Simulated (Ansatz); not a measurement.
# Cl-SiC-Cl chair bilayer (AA) in a perpendicular field

What dipole does a perpendicular field induce in the Cl-SiC-Cl chair bilayer (AA), and does the gap follow? A positive field points along +c.

Program: Ansatz 0.2.0. Level of theory: plane-wave DFT, PBE-D3(BJ), Ansatz PAW. Results are calculated unless marked as measured.

## 1. The starting structure

The cell holds 8 atoms: 4 Cl, 2 C and 2 Si. Its edges and angles: a = 3.086 Å, b = 3.086 Å, c = 55.367 Å, α = 90.0°, β = 90.0°, γ = 120.0°. Regions: layer 1: Cl-SiC-Cl chair, 4 atoms (2 Cl, 1 C and 1 Si); layer 2: Cl-SiC-Cl chair, 4 atoms (2 Cl, 1 C and 1 Si). Vacuum lies along c.

## 2. Relaxation

The starting cell is a guess, so the in-plane lattice and the atoms are relaxed first, with the slab cut off from its images along the normal.

File input.yaml:

```yaml
crystal:
  lattice:
    - [3.0855, 0.0, 0.0]
    - [-1.54275, 2.6721213834, 0.0]
    - [0.0, 0.0, 55.3666666689]
  atoms:
    - { symbol: Cl, position: [0.6666666667, 0.3333333333, 0.3901264298] }
    - { symbol: C, position: [0.6666666667, 0.3333333333, 0.4222757375] }
    - { symbol: Si, position: [0.3333333333, 0.6666666667, 0.4335340156] }
    - { symbol: Cl, position: [0.3333333333, 0.6666666667, 0.4720048164] }
    - { symbol: Cl, position: [0.6666666667, 0.3333333333, 0.5279951836] }
    - { symbol: C, position: [0.6666666667, 0.3333333333, 0.5601444913] }
    - { symbol: Si, position: [0.3333333333, 0.6666666667, 0.5714027694] }
    - { symbol: Cl, position: [0.3333333333, 0.6666666667, 0.6098735702] }
  periodic: [true, true, false]
kpoints:
  mp_grid: { grid: [12, 12, 1] }
hamiltonian:
  xc: pbe
  dispersion: d3bj
scf:
  occupations: { method: fermi_dirac, width: 0.05 }
  convergence: { dr2_threshold: 1.0e-09 }
relax:
  f_tol: 0.004
  max_steps: 90
  cell: {}
output:
  write_potential: true
  write_density: true
  volumetric_format: npy
```

On the command line:

```bash
ansatz run input.yaml --threads 2 --pin off --max-ram 3072MiB --backend cpu --events-out ev --progress --plain --runs-dir out
```

Numbers of over 12 decimals in the logs are rounded to 6 here.

The program printed:

```text
Warning: relax.cell: scf.convergence.dr2_threshold = 1e-9 eV is looser than the 1.62813047549e-10 eV advised for a relaxation that steers and ends on the stress (1e-10 eV for each atom of the cell: 8, times the square of relax.cell.stress_2d_tol = 0.05 N/m over 22.2 Å (the atoms' height at the walk's start and 5 Å past either face), 2.256e-2 GPa, over a crystal's default 0.05). What an SCF threshold leaves in a stress goes as its square root, and in the free energy as the threshold itself, and one threshold admits the most on a small cell: [figures from the program's tests cut] Set scf.convergence.dr2_threshold to 1.62813047549e-10 eV or tighter. [rest of the remark cut]
Engine: ansatz 0.2.0, x86_64-unknown-linux-gnu
Pseudopotentials: kind: paw
Pseudopotential: Cl, paw, valence charge 7, recommended cutoff 420 eV (normal), Cl.paw.azcp
Pseudopotential: C, paw, valence charge 4, recommended cutoff 420 eV (normal), C.paw.azcp
Pseudopotential: Si, paw, valence charge 4, recommended cutoff 420 eV (normal), Si.paw.azcp
Functional definition: PBE
  parameter kappa = 0.804
  parameter beta = 0.066725
  exchange = pbe_x(kappa = kappa, mu = beta*pi^2/3)
  correlation = pbe_c(beta = beta)
Crystal: 8 atoms, lattice volume = 456.489 Å³
Basis set: ecut = 420 eV, 8897 PW (Γ), exchange–correlation on 48×48×750 points (8 copies of the dense FFT grid, shifted against one another)
Bands: 30, of which v1, the nominal top of the filled ones, is band 22 counted from 1 (21 counted from 0)
Symmetry: 6 space group operations
Space group: P3m1 (ITA 156), of the structure as read, at distance tolerance 7.7e-5 Å
k-points: 19 of 144 (time reversal used)
Non-local potential: Cl, projectors of the file, l = 0: 2, l = 1: 2, l = 2: 2
Non-local potential: C, projectors of the file, l = 0: 2, l = 1: 2, l = 2: 1
Non-local potential: Si, projectors of the file, l = 0: 2, l = 1: 2, l = 2: 2
PAW form: soft (Blöchl's): semilocal exchange-correlation on the pseudo side does not see the compensation charge
PAW one-centre angular grid: Cl, 110 points (default); XC on 64 Gauss nodes
PAW one-centre angular grid: C, 110 points (default); XC on 64 Gauss nodes
PAW one-centre angular grid: Si, 110 points (default); XC on 64 Gauss nodes
Initial density: superposition of atomic densities (neutral atoms: chi_scale 0, normalization atom), corrected by the library's trained network
Initial wavefunctions: pseudopotential atomic-orbital guess
Functional: x = pbe(κ = 0.804, μ = 0.219515), c = pbe(β = 0.066725)
SCF iter   1: F=—  HF=-6094.487389 eV  |F-HF|=—  |Δ(HF+E_count)|=         —  Δρ=2.31e-3  dr2=1.01e-1  ethr=1.77e-3  ⟨swp⟩=16.6  Hψ=5291  notcnv=0  defer=9
preconditioner: auto → Resta (q_TF=auto, 1.847 Å⁻¹)  ε∞=2.0  [insulator: Δε(μ)=1.295 eV  Ē_g=11.633 eV  σ=0.050 eV  W_gap=1.00  n_scr=32 (ndim 8)  ℏωp=11.5 eV  f_vac=0.713  D(μ)=0.00/eV (n_scr^D=0)  ε∞_Penn≈2.0  vacuum switching on, ρ_ref=9.8e-3 e/Å³]
SCF iter   2: F=—  HF=-6094.471783 eV  |F-HF|=—  |Δ(HF+E_count)|=   1.56e-2  Δρ=1.70e-3  dr2=5.07e-2  ethr=2.29e-4  ⟨swp⟩=4.9  Hψ=1481  notcnv=0  defer=43
SCF iter   3: F=—  HF=-6094.465558 eV  |F-HF|=—  |Δ(HF+E_count)|=   6.22e-3  Δρ=7.82e-4  dr2=7.25e-3  ethr=1.15e-4  ⟨swp⟩=3.3  Hψ=909  notcnv=0  defer=43
SCF iter   4: F=—  HF=-6094.464923 eV  |F-HF|=—  |Δ(HF+E_count)|=   6.35e-4  Δρ=3.19e-4  dr2=1.28e-3  ethr=1.65e-5  ⟨swp⟩=2.8  Hψ=1255  notcnv=0  defer=41
SCF iter   5: F=—  HF=-6094.464822 eV  |F-HF|=—  |Δ(HF+E_count)|=   1.01e-4  Δρ=1.17e-4  dr2=1.31e-4  ethr=2.92e-6  ⟨swp⟩=2.8  Hψ=993  notcnv=0  defer=41
SCF iter   6: F=—  HF=-6094.464823 eV  |F-HF|=—  |Δ(HF+E_count)|=   1.58e-6  Δρ=4.90e-5  dr2=1.12e-5  ethr=2.98e-7  ⟨swp⟩=3.1  Hψ=1175  notcnv=0  defer=41
SCF iter   7: F=—  HF=-6094.464744 eV  |F-HF|=—  |Δ(HF+E_count)|=   7.94e-5  Δρ=1.76e-5  dr2=1.31e-6  ethr=2.55e-8  ⟨swp⟩=2.9  Hψ=1147  notcnv=0  defer=41
SCF iter   8: F=—  HF=-6094.464711 eV  |F-HF|=—  |Δ(HF+E_count)|=   3.31e-5  Δρ=5.22e-6  dr2=3.30e-7  ethr=2.97e-9  ⟨swp⟩=2.9  Hψ=1082  notcnv=0  defer=42
SCF iter   9: F=—  HF=-6094.464711 eV  |F-HF|=—  |Δ(HF+E_count)|=   1.63e-7  Δρ=2.47e-6  dr2=1.29e-7  ethr=7.50e-10  ⟨swp⟩=3.2  Hψ=966  notcnv=0  defer=42
SCF iter  10: F=—  HF=-6094.464711 eV  |F-HF|=—  |Δ(HF+E_count)|=   7.80e-9  Δρ=9.16e-7  dr2=5.84e-9  ethr=2.94e-10  ⟨swp⟩=2.3  Hψ=719  notcnv=0  defer=42
SCF iter  11: F=-6094.464711 eV  HF=-6094.464711 eV  |F-HF|=2.54e-10  |Δ(HF+E_count)|=   2.53e-9  Δρ=3.63e-7  dr2=5.46e-10  ethr=2.27e-12  ⟨swp⟩=12.2  Hψ=4946  notcnv=0
SCF 1 converged in 11 iterations: F = -6094.464711 eV  dr2 = 5.46e-10
  greatest PAW one-centre occupation: 0.914 electrons in one spin orbital (limit 2), on the Cl atom at site 3 (counted from 0), in its partial waves of l = 0
relax step   1: F+E_penalty+E_count = -6094.46471112 eV  Δ(F+E_penalty+E_count) = +0.000e0 eV  max|allowed force component| = 1.681e0 eV/Å  Δτ_max = 0.0000 Å  P = +22.175 N/m  Ω = 456.489 Å³  fix = [c, alpha, beta]  reactions: c +0.000 N/m  (11 SCF iters, accepted)
Crystal: 8 atoms, lattice volume = 501.585 Å³
Basis set: ecut = 420 eV, 9977 PW (Γ), exchange–correlation on 48×48×750 points (8 copies of the dense FFT grid, shifted against one another)
Initial density: handed on by an earlier stage of this run
Initial wavefunctions: those handed on with the density
iter 1 solved again at ethr=1.49e-3 eV; its pass at ethr=3.10e-3 eV (dr2=6.57e-1 eV) is discarded
SCF iter   1: F=—  HF=-6095.292306 eV  |F-HF|=—  |Δ(HF+E_count)|=         —  Δρ=1.08e-2  dr2=6.61e-1  ethr=1.49e-3  ⟨swp⟩=1.7  Hψ=5002  notcnv=0
preconditioner: auto → Resta (q_TF=auto, 1.819 Å⁻¹)  ε∞=1.9  [insulator: Δε(μ)=1.626 eV  Ē_g=11.643 eV  σ=0.050 eV  W_gap=1.00  n_scr=32 (ndim 8)  ℏωp=11.0 eV  f_vac=0.722  D(μ)=0.00/eV (n_scr^D=0)  ε∞_Penn≈1.9  vacuum switching on, ρ_ref=9.8e-3 e/Å³]
SCF iter   2: F=—  HF=-6095.111362 eV  |F-HF|=—  |Δ(HF+E_count)|=   1.81e-1  Δρ=4.36e-3  dr2=5.58e-2  ethr=1.49e-3  ⟨swp⟩=3.9  Hψ=1500  notcnv=0  defer=15
SCF iter   3: F=—  HF=-6095.101721 eV  |F-HF|=—  |Δ(HF+E_count)|=   9.64e-3  Δρ=1.85e-3  dr2=1.31e-2  ethr=1.27e-4  ⟨swp⟩=3.5  Hψ=1431  notcnv=0  defer=46
SCF iter   4: F=—  HF=-6095.101454 eV  |F-HF|=—  |Δ(HF+E_count)|=   2.67e-4  Δρ=7.72e-4  dr2=7.32e-3  ethr=2.97e-5  ⟨swp⟩=3.4  Hψ=1151  notcnv=0  defer=46
SCF iter   5: F=—  HF=-6095.100528 eV  |F-HF|=—  |Δ(HF+E_count)|=   9.26e-4  Δρ=2.24e-4  dr2=4.31e-4  ethr=1.66e-5  ⟨swp⟩=2.3  Hψ=844  notcnv=0  defer=46
SCF iter   6: F=—  HF=-6095.100521 eV  |F-HF|=—  |Δ(HF+E_count)|=   6.91e-6  Δρ=8.99e-5  dr2=4.14e-5  ethr=9.79e-7  ⟨swp⟩=3.3  Hψ=1229  notcnv=0  defer=47
[...]
relax step   6: F+E_penalty+E_count = -6095.23733055 eV  Δ(F+E_penalty+E_count) = -2.924e-5 eV  max|allowed force component| = 9.759e-4 eV/Å  Δτ_max = 0.0030 Å  P = +0.004 N/m  Ω = 505.033 Å³  energy of the carried Pulay correction = -8.289e-3 eV  fix = [c, alpha, beta]  reactions: c +0.000 N/m  (9 SCF iters, accepted)
[...]
relax step   7: F+E_penalty+E_count = -6095.25283805 eV  Δ(F+E_penalty+E_count) = -1.551e-2 eV  max|allowed force component| = 1.136e-3 eV/Å  Δτ_max = 0.0000 Å  P = +0.292 N/m  Ω = 505.033 Å³  fix = [c, alpha, beta]  reactions: c +0.000 N/m  stress off target by 2.92e-1 N/m on what of the cell is left free  SCF on the basis re-selected at this cell (its energy is not comparable with the rows above)  (8 SCF iters)
[...]
relax step   8: F+E_penalty+E_count = -6095.25285498 eV  Δ(F+E_penalty+E_count) = -1.693e-5 eV  max|allowed force component| = 1.029e-2 eV/Å  Δτ_max = 0.0025 Å  P = +0.039 N/m  Ω = 505.785 Å³  energy of the carried Pulay correction = -1.173e-4 eV  fix = [c, alpha, beta]  reactions: c +0.000 N/m  (8 SCF iters, accepted)
[...]
relax step   9: F+E_penalty+E_count = -6095.25284691 eV  Δ(F+E_penalty+E_count) = +8.075e-6 eV  max|allowed force component| = 9.823e-5 eV/Å  Δτ_max = 0.0006 Å  P = +0.000 N/m  Ω = 505.880 Å³  energy of the carried Pulay correction = -1.322e-4 eV  fix = [c, alpha, beta]  reactions: c +0.000 N/m  (6 SCF iters, accepted)
iter 1 solved again at ethr=2.09e-6 eV; its pass at ethr=3.10e-3 eV (dr2=9.18e-4 eV) is discarded
SCF iter   1: F=—  HF=-6095.253245 eV  |F-HF|=—  |Δ(HF+E_count)|=         —  Δρ=6.67e-6  dr2=1.43e-7  ethr=2.09e-6  ⟨swp⟩=4.3  Hψ=7026  notcnv=0
eigensolver tolerance schedule: the retry pair's looser diagonalisation over-reported the residual by 6430.30 of it (diagonalisation noise at an unbounded share of the residual, at the tolerance the schedule requests for it); recorded, not acted on — ethr = c·dr2/N_el stays at c = 1.0e-1
preconditioner: auto → Resta (q_TF=auto, 1.816 Å⁻¹)  ε∞=1.9  [insulator: Δε(μ)=2.027 eV  Ē_g=11.499 eV  σ=0.050 eV  W_gap=1.00  n_scr=32 (ndim 8)  ℏωp=11.0 eV  f_vac=0.721  D(μ)=0.00/eV (n_scr^D=0)  ε∞_Penn≈1.9  vacuum switching on, ρ_ref=9.6e-3 e/Å³]
SCF iter   2: F=—  HF=-6095.252962 eV  |F-HF|=—  |Δ(HF+E_count)|=   2.84e-4  Δρ=4.38e-6  dr2=1.63e-7  ethr=3.25e-10  ⟨swp⟩=5.4  Hψ=2172  notcnv=0
SCF iter   3: F=—  HF=-6095.252967 eV  |F-HF|=—  |Δ(HF+E_count)|=   5.62e-6  Δρ=2.64e-6  dr2=2.87e-8  ethr=3.25e-10  ⟨swp⟩=2.1  Hψ=677  notcnv=0
SCF iter   4: F=—  HF=-6095.252973 eV  |F-HF|=—  |Δ(HF+E_count)|=   5.46e-6  Δρ=1.52e-6  dr2=7.59e-9  ethr=6.51e-11  ⟨swp⟩=2.5  Hψ=986  notcnv=0
SCF iter   5: F=—  HF=-6095.252978 eV  |F-HF|=—  |Δ(HF+E_count)|=   4.94e-6  Δρ=8.33e-7  dr2=5.15e-9  ethr=1.72e-11  ⟨swp⟩=2.8  Hψ=1018  notcnv=0
iter 6 met the thresholds in force, and the SCF goes on: an eigenvalue changes by 1.36 meV, over its tolerance of 1.10 meV (output.eigenvalues, Limitations)
SCF iter   6: F=-6095.252979 eV  HF=-6095.252979 eV  |F-HF|=1.55e-7  |Δ(HF+E_count)|=   9.38e-7  Δρ=3.33e-7  dr2=8.08e-10  ethr=2.27e-12  ⟨swp⟩=16.1  Hψ=5485  notcnv=0
iter 7 met the thresholds in force, and the SCF goes on: an eigenvalue changes by 1.49 meV, over its tolerance of 1.05 meV (output.eigenvalues, Limitations)
SCF iter   7: F=-6095.252979 eV  HF=-6095.252979 eV  |F-HF|=5.21e-9  |Δ(HF+E_count)|=   1.50e-7  Δρ=1.42e-7  dr2=1.22e-10  ethr=1.84e-12  ⟨swp⟩=9.2  Hψ=4155  notcnv=0
Mixer restart at iter 7: flushing history
SCF iter   8: F=-6095.252979 eV  HF=-6095.252979 eV  |F-HF|=8.24e-10  |Δ(HF+E_count)|=   5.60e-9  Δρ=2.07e-7  dr2=8.44e-10  ethr=1.00e-12  ⟨swp⟩=7.7  Hψ=4073  notcnv=0
SCF 10 converged in 8 iterations: F = -6095.252979 eV  dr2 = 8.44e-10
relax step  10: F+E_penalty+E_count = -6095.25297869 eV  Δ(F+E_penalty+E_count) = -1.318e-4 eV  max|allowed force component| = 1.054e-4 eV/Å  Δτ_max = 0.0000 Å  P = +0.001 N/m  Ω = 505.880 Å³  fix = [c, alpha, beta]  reactions: c +0.000 N/m  stress off target by 1.01e-3 N/m on what of the cell is left free  SCF on the basis re-selected at this cell (its energy is not comparable with the rows above)  (8 SCF iters)
basis re-selected at this cell: Δ(F+E_penalty+E_count) = -1.318e-4 eV, ΔP = +0.001 N/m vs the last step (what re-selecting the basis moved, of the pressure what is left beyond the Pulay correction that the steps carried, after the strain that the cell walked since its last selection, with what the two solves' SCF thresholds leave and, on support functions, any second-order correction that the steps lacked; it is no m [...]
SCF converged after 8 iterations
an eigenvalue changed by more than its tolerance at an iteration that met the thresholds in force, so the SCF went on 2 times, its first undamped step at iteration 7: the last check found none over its tolerance
Free energy (F): -6095.252979 eV
Harris-Foulkes:  -6095.252979 eV  (|F-HF|=8.24e-10)
Internal energy: -6095.252979 eV  (E = F + TS)
E sigma→0 (E₀):  -6095.252979 eV
Fermi energy:    -4.395611 eV
--- Per-component energies (eV) ---
  E_band       = -540.375691
  E_kinetic    = 908.190329
  E_local      = -175019.992298  (includes V_loc(G=0)·N_el)
  E_nonlocal   = 216.713037
  E_hartree    = 87030.401894
  E_xc         = -635.797662
  E_vxc        = -701.979906  (∫ρ·V_xc dr)
  E_paw        = -3859.785352  (= ΣΔE_a)
  E_vpaw       = -4.113397  (= ΣTr[D̂ρ^β])
  E_aug_tail   = 0.000385  (compensation charges beyond the density's cutoff)
  E_ewald      = 85266.684815
  E_disp       = -1.668126  (pairwise vdW)
  E_smearing   = -0.000000  (= −TS)
  E_closure    = 0.000000  (closes the sum)
  Σ components = -6095.252979   (vs F -6095.252979, Δ=0.00e0)
--- Forces (eV/Å), atoms counted from 1 ---
  atom   1  Cl    -0.00000000    -0.00000000     0.00003466
  atom   2  C      0.00000000     0.00000000     0.00005147
  atom   3  Si    -0.00000000    -0.00000000    -0.00010365
  atom   4  Cl     0.00000000     0.00000000     0.00009530
  atom   5  Cl    -0.00000000    -0.00000000    -0.00002211
  atom   6  C      0.00000000     0.00000000     0.00003698
  atom   7  Si    -0.00000000    -0.00000000    -0.00004598
  atom   8  Cl     0.00000000     0.00000000    -0.00003253
  max |Σ_I F_I| component: 1.41e-5 eV/Å
--- 2D stress c σ (N/m, compression-positive) ---
        0.001013       0.000000      -0.000000
        0.000000       0.001013       0.000000
       -0.000000       0.000000       0.000000
  P = ½ c Tr σ = 0.0010 N/m
--- Band table (eV; the first three rows and the last of 19) ---
  k-point 0: bands = [... 18 lower, -5.6087, -5.6087, -5.4374, -5.4374, -3.4107, -3.0863, -2.4270, -2.0395 (-2.0395°), ... 4 higher]
  k-point 1: bands = [... 18 lower, -5.9252, -5.7544, -5.6730, -5.5000, -3.2147, -2.8288, -2.1151, -1.8283 (-1.8283°), ... 4 higher]
  k-point 2: bands = [... 18 lower, -6.6776, -6.5046, -5.8387, -5.6615, -2.9053, -2.5420, -1.7495, -1.5220 (-1.5220°), ... 4 higher]
  k-point 18: bands = [... 18 lower, -8.2681, -8.1484, -7.9592, -7.9048, -1.7576, -1.3749, -0.6520, -0.3221, ... 4 higher]
  ° read free of the cell's end (the report's vacuum.weakly_bound_levels)
--- Relaxed structure (8 steps of the walk, 8 accepted, 2 SCFs on fresh bases) ---
  F+E_penalty+E_count = -6095.25297869 eV   max|allowed force component| = 1.054e-4 eV/Å   (the final SCF, on the basis selected at the relaxed cell)
  cell:  # Å, volume = 505.8797 Å³
    - [3.248135, 0.0, 0]
    - [-1.624068, 2.812968, 0]
    - [0, 0, 55.3666666689]
  atoms:
    - { symbol: Cl, position: [0.666667, 0.333333, 0.392446] }
    - { symbol: C, position: [0.666667, 0.333333, 0.425512] }
    - { symbol: Si, position: [0.333333, 0.666667, 0.435402] }
    - { symbol: Cl, position: [0.333333, 0.666667, 0.472262] }
    - { symbol: Cl, position: [0.666667, 0.333333, 0.526478] }
    - { symbol: C, position: [0.666667, 0.333333, 0.559543] }
    - { symbol: Si, position: [0.333333, 0.666667, 0.569427] }
    - { symbol: Cl, position: [0.333333, 0.666667, 0.606287] }
```

It took 2.1 min on 2 threads of Intel Xeon Platinum 8375C at 2.90GHz (Ice Lake), shared host; peak memory 0.83 GiB.

Relaxation path:

```
step  energy less that of the first step (eV)  largest force component (eV/Å)  volume (Å³)
   1                                   0.0000                          1.6812       456.49
   2                                  -0.6358                          1.3562       501.58
   3                                  -0.7662                          0.2654       502.10
   4                                  -0.7725                          0.0320       504.18
   5                                  -0.7726                          0.0342       504.76
   6                                  -0.7726                          0.0010       505.03
  7*                                  -0.7881                          0.0011       505.03
   8                                  -0.7881                          0.0103       505.78
   9                                  -0.7881                          0.0001       505.88
 10*                                  -0.7883                          0.0001       505.88
```

Relaxation steps marked * repeat the geometry before them on a plane-wave basis chosen anew for their cell, so energy and pressure can jump there.

Forces are held to the 6 operations that the run works with; a distortion that breaks them can't arise in this run.

```
cell as run  before  after  change
      a (Å)   3.086  3.248  +5.3 %
      b (Å)   3.086  3.248  +5.3 %
```

The atoms that moved most (Å, along periodic axes as changes of fractional coordinates times the final cell, across vacuum about the mean position):

```
atom     dx     dy      dz  length
 Cl8  0.000  0.000  -0.199   0.199
  C2  0.000  0.000   0.179   0.179
 Cl1  0.000  0.000   0.128   0.128
 Si7  0.000  0.000  -0.109   0.109
 Si3  0.000  0.000   0.103   0.103
 Cl5  0.000  0.000  -0.084   0.084
  C6  0.000  0.000  -0.033   0.033
 Cl4  0.000  0.000   0.014   0.014
```

Numbers from this step:

- gap on the k-mesh: 2.027 eV

The lattice constant a goes from 3.086 to 3.248 Å.

[end of part 1 of 4]

[Logs are printed without paths, hosts, clocks, repeated set-up lines and the standing remarks that a program may print on its own settings, such as how far it seeks lower states.]

[Hosts, paths, dates, database ids (printed as entryN), source tags and the programs' standing remarks are cut or masked in the printed files.]

[Maps of the electrostatic potential energy from Ansatz leave out the sawtooth potential of an applied field or a dipole correction, so their vacuum need not be flat; planar profiles and work functions include it.]
